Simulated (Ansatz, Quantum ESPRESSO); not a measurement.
# Mode couplings of Mg (Im-3m) in a second program

Wanted: phonons, linewidths and couplings of Mg (Im-3m) from a second program.

Calculated with Ansatz 0.2.0 and Quantum ESPRESSO 7.5; DFT PBEsol, scalar-relativistic, plane waves, PAW, in the first sound run; inputs show where later runs differ.

Most raw output is cut from this account.

This is not the structure that Mg takes at ambient pressure and room temperature (hexagonal, No. 194); it is a model or a phase of other conditions.

### Step 1. The starting structure

The structure is cubic, space group Im-3m (No. 229). The conventional cell has a = 3.546 Å, b = 3.546 Å, c = 3.546 Å, α = 90.00°, β = 90.00°, γ = 90.00°. Mg has 8 Mg at 3.07 Å nearest.

### Step 2. Relaxing cell and atoms

Lattice constant and positions set the bands and the force constants, so the cell is relaxed first.

File input.yaml:

```yaml
crystal:
  lattice:
    - [-1.7727644967, 1.7727644967, 1.7727644967]
    - [1.7727644967, -1.7727644967, 1.7727644967]
    - [1.7727644967, 1.7727644967, -1.7727644967]
  atoms:
    - { symbol: Mg, position: [0.0, 0.0, 0.0] }
kpoints:
  mp_grid: { grid: [12, 12, 12] }
hamiltonian:
  xc: pbesol
scf:
  occupations: { method: gaussian, width: 0.1 }
output:
  forces: true
  stress: true
  eigenvalues: true
relax:
  adjacent_minimum: "off"
  f_tol: 0.005
  max_steps: 80
  cell: { stress_tol: 0.05 }
```

Run with:

```sh
> ansatz run input.yaml --threads 4 --pin off --max-ram 8192MiB --backend cpu --events-out ev --progress --plain --runs-dir out
```

The job ended after 1.1 s (4 threads of Arm Neoverse V2, shared host; peak memory 0.27 GiB; 3.5 s of CPU time).

Step by step:

```csv
step,energy less that of the first step (eV),largest force component (eV/Å),pressure (GPa),volume (Å³)
1,0.0000,0.0000,0.26,22.29
2,-0.0001,0.0000,0.06,22.40
3,-0.0001,0.0000,0.00,22.44
4,-0.0001,0.0000,0.00,22.44
```

The log counts 1 steps on a newly chosen plane-wave basis, not all of them marked here; energy and pressure can jump at such steps.

| conventional cell, symmetrised | before | after | change |
| --- | --- | --- | --- |
| a (Å) | 3.546 | 3.554 | +0.2 % |
| b (Å) | 3.546 | 3.554 | +0.2 % |
| c (Å) | 3.546 | 3.554 | +0.2 % |
| volume (Å³/atom) | 22.29 | 22.44 | +0.7 % |

The relaxed structure:

```xyz
1
Lattice="-1.7768 1.7768 1.7768 1.7768 -1.7768 1.7768 1.7768 1.7768 -1.7768" Properties=species:S:1:pos:R:3 pbc="T T T"
Mg    0.0000    0.0000    0.0000
```

Numbers from this step:

```
pressure          : 5.95e-4 GPa
volume per atom   : 22.44 Å³
metallic on mesh  : yes
gap on the k-mesh : 0 eV
```

The largest force is now zero by symmetry and the largest stress component 6.0e-4 GPa.

### Step 3. Ground state with pw.x

ph.x needs a tightly converged ground state on the same k mesh; the cell is that of the step before.

This step: DFT PBEsol, scalar-relativistic, plane waves, GBRV ultrasoft pseudopotentials (Quantum ESPRESSO 7.5).

File pw.in:

```
 &control
    calculation='scf',
    prefix='x',
    outdir='./tmp',
    pseudo_dir='./pseudo',
    tprnfor=.true.,
    tstress=.true.,
 /
 &system
    ibrav=0,
    nat=1,
    ntyp=1,
    ecutwfc=52.0,
    ecutrho=416.0,
    occupations='smearing',
    smearing='mp',
    degauss=0.01469973,
    nbnd=12,
 /
 &electrons
    conv_thr=1.0d-11,
    mixing_beta=0.5,
 /
ATOMIC_SPECIES
 Mg     24.3050  Mg.upf
CELL_PARAMETERS angstrom
    -1.776809894    1.776809894    1.776809894
     1.776809894   -1.776809894    1.776809894
     1.776809894    1.776809894   -1.776809894
ATOMIC_POSITIONS crystal
 Mg     0.000000000   0.000000000   0.000000000
K_POINTS automatic
 8 8 8 0 0 0
```

Run with:

```sh
> OMP_NUM_THREADS=1 mpirun -n 4 pw.x -nk 4 -in pw.in > pw.x.log
```

Run time: 2.4 s. Hardware: 4 MPI ranks.

Numbers from this step:

```yaml
pressure: -0.1690 GPa
```

With these potentials, mesh and smearing the cell is at -0.17 GPa.

### Step 4. Phonons and couplings with ph.x: Methfessel–Paxton smearing of 0.2 eV

ph.x gives each mode's frequency and linewidth; λ of a mode follows from Gaussian double-delta sums over the k mesh, here at four widths.

File ph.in:

```
phonons and couplings
 &inputph
    prefix='x',
    outdir='./tmp',
    tr2_ph=1.0d-15,
    fildyn='x.dyn',
    fildvscf='dvscf',
    ldisp=.true.,
    nq1=2,
    nq2=2,
    nq3=2,
    electron_phonon='simple',
    el_ph_ngauss=0,
    el_ph_sigma=0.00734986,
    el_ph_nsigma=4,
    alpha_mix(1)=0.5,
    amass(1)=24.305,
 /
```

Run with:

```sh
> OMP_NUM_THREADS=1 mpirun -n 4 ph.x -nk 4 -in ph.in > ph.x.log
```

It took 32 s on 4 MPI ranks; 2.1 min of CPU time.

Numbers from this step:

```yaml
highest_frequency_solved_or_plainly_interpolated: 256.8 cm⁻¹
```

As ph.x prints them, no sum rule imposed; at the zone centre the sum is no linewidth. Double-delta sums:

| q1 | q2 | q3 | star | mode | omega (meV) | lambda_q, sigma 0.1 eV | lambda_q, sigma 0.2 eV | lambda_q, sigma 0.3 eV | lambda_q, sigma 0.4 eV | half width at sigma 0.2 (meV) |
| --- | --- | --- | --- | --- | --- | --- | --- | --- | --- | --- |
| 0 | 0 | 0 | 1 | 1 | -2.832 | 0 | -0.0625 | -0.5918 | -1.103 | 3.72e-4 |
| 0 | 0 | 0 | 1 | 2 | -2.832 | 0 | -0.0625 | -0.5918 | -1.103 | 3.72e-4 |
| 0 | 0 | 0 | 1 | 3 | -2.832 | 0 | -0.0625 | -0.5918 | -1.103 | 3.72e-4 |
| 0 | 0 | -0.5 | 6 | 1 | -4.097 | 0 | -0.0042 | -0.081 | -0.2352 | 4.14e-5 |
| 0 | 0 | -0.5 | 6 | 2 | 22.94 | 1.00e-4 | 0.0031 | 0.0035 | 0.0029 | 0.001158 |
| 0 | 0 | -0.5 | 6 | 3 | 31.84 | 0.7141 | 0.1929 | 0.098 | 0.0678 | 0.141 |
| -0.5 | -0.5 | -0.5 | 1 | 1 | 30.14 | 0 | 0 | 3.00e-4 | 0.0045 | 0 |
| -0.5 | -0.5 | -0.5 | 1 | 2 | 30.14 | 0 | 0 | 3.00e-4 | 0.0045 | 0 |
| -0.5 | -0.5 | -0.5 | 1 | 3 | 30.14 | 0 | 0 | 3.00e-4 | 0.0045 | 0 |

### Step 5. Resistivity: Methfessel–Paxton smearing of 0.2 eV

The cheapest meshes give a first estimate and the cost of a run.

This step: DFT PBEsol, scalar-relativistic, plane waves, PAW (Ansatz 0.2.0).

File input.yaml:

```yaml
crystal:
  lattice:
    - [-1.7768098936, 1.7768098936, 1.7768098936]
    - [1.7768098936, -1.7768098936, 1.7768098936]
    - [1.7768098936, 1.7768098936, -1.7768098936]
  atoms:
    - { symbol: Mg, position: [0.0, 0.0, 0.0] }
kpoints:
  mp_grid: { grid: [6, 6, 6] }
hamiltonian:
  xc: pbesol
scf:
  occupations: { method: methfessel_paxton, width: 0.2 }
output:
  eigenvalues: true
phonons:
  method: dfpt
  qmesh: [2, 2, 2]
  temperatures: { t_max: 1000, t_step: 50 }
  qpath:
    path:
      - [[0.0, 0.0, 0.0], [0.5, -0.5, 0.5], [0.0, 0.0, 0.5], [0.0, 0.0, 0.0], [0.25, 0.25, 0.25], [0.5, -0.5, 0.5]]
      - [[0.25, 0.25, 0.25], [0.0, 0.0, 0.5]]
    npoints: 10
  electrical_resistivity:
    mesh: [12, 12, 12]
    temperatures: [20.0, 50.0, 77.0, 100.0, 150.0, 200.0, 300.0, 400.0, 600.0, 800.0]
  electron_occupations: "off"
```

Run with:

```sh
> ansatz run input.yaml --threads 4 --pin off --max-ram 8192MiB --backend cpu --events-out ev --progress --plain --runs-dir out
```

Wall time 1.4 s (4 threads); peak memory 0.33 GiB.

The run ended with an error.

The program's message: “electrical resistivity: the mode of lowest frequency at the wavevector [0.0000, 0.0000, -0.5000] is imaginary, -29.25 cm⁻¹ (written negative): the force constants describe an unstable lattice; relax t …”

The run stops because a mode is imaginary on the scattering mesh, where no scattering rate is defined; denser k meshes, other smearings and, between solved wavevectors, finer q meshes show whether the instability is real.

### Step 6. Ground state with pw.x

This step: DFT PBEsol, scalar-relativistic, plane waves, GBRV ultrasoft pseudopotentials (Quantum ESPRESSO 7.5).

pw.in, as its differences from that of step 3:

```diff
@@ -32,2 +32,2 @@
 K_POINTS automatic
- 8 8 8 0 0 0
+ 12 12 12 0 0 0
```

The mesh is denser.

Run with:

```sh
> OMP_NUM_THREADS=1 mpirun -n 4 pw.x -nk 4 -in pw.in > pw.x.log
```

Wall time 3.7 s (4 MPI ranks).

Numbers from this step:

```yaml
pressure: -0.05200 GPa
```

With these potentials, mesh and smearing the cell is at -0.052 GPa.

### Step 7. Phonons and couplings with ph.x: Methfessel–Paxton smearing of 0.2 eV (run 2)

ph.in is that of step 4.

Run with:

```sh
> OMP_NUM_THREADS=1 mpirun -n 4 ph.x -nk 4 -in ph.in > ph.x.log
```

Wall time 71 s (4 MPI ranks); 4.7 min of CPU time.

This step gave:

```yaml
highest_frequency_solved_or_plainly_interpolated: 246.9 cm⁻¹
```

As ph.x prints them, no sum rule imposed; at the zone centre the sum is no linewidth. Double-delta sums:

```csv
q1,q2,q3,star,mode,omega (meV),"lambda_q, sigma 0.1 eV","lambda_q, sigma 0.2 eV","lambda_q, sigma 0.3 eV","lambda_q, sigma 0.4 eV",half width at sigma 0.2 (meV)
0,0,0,1,1,-2.872,0,-0.036,-0.3194,-0.5906,2.07e-4
0,0,0,1,2,-2.872,0,-0.036,-0.3194,-0.5906,2.07e-4
0,0,0,1,3,-2.872,0,-0.036,-0.3194,-0.5906,2.07e-4
0,0,-0.5,6,1,-4.223,-0.1267,-0.0332,-0.0473,-0.1221,4.55e-4
0,0,-0.5,6,2,22.9,0.0118,0.003,0.0015,0.0012,0.001199
0,0,-0.5,6,3,30.61,0.8645,0.2891,0.1999,0.1683,0.205
-0.5,-0.5,-0.5,1,1,29.04,0.616,0.1678,0.0957,0.0713,0.1071
-0.5,-0.5,-0.5,1,2,29.04,0.616,0.1678,0.0957,0.0713,0.1071
-0.5,-0.5,-0.5,1,3,29.04,0.616,0.1678,0.0957,0.0713,0.1071
```

Between step 4 and this run (k-mesh 12×12×12) the value for the highest frequency, solved or plainly interpolated moves from 257 cm⁻¹ to 247 cm⁻¹ (-4 %).

### Step 8. What came out

| Quantity | Value |
| --- | --- |
| phonon run of the rows without a label of their own | PBEsol, q 2×2×2, k 12×12×12 |

In the run with Methfessel–Paxton smearing of 0.2 eV: a mode at q = (0, 0, -0.5) is imaginary, 34.1i cm⁻¹, so the lattice is unstable on these meshes and at this level, and no λ is read from its Gaussian sums. Under gradient-corrected functionals ph.x can misplace modes where the density is low; no frozen-phonon run checks these frequencies.

[Logs are printed without paths, hosts, clocks, repeated set-up lines and the standing remarks that a program may print on its own settings, such as how far it seeks lower states.]

[Hosts, paths, dates, database ids (printed as entryN), source tags and the programs' standing remarks are cut or masked in the printed files.]
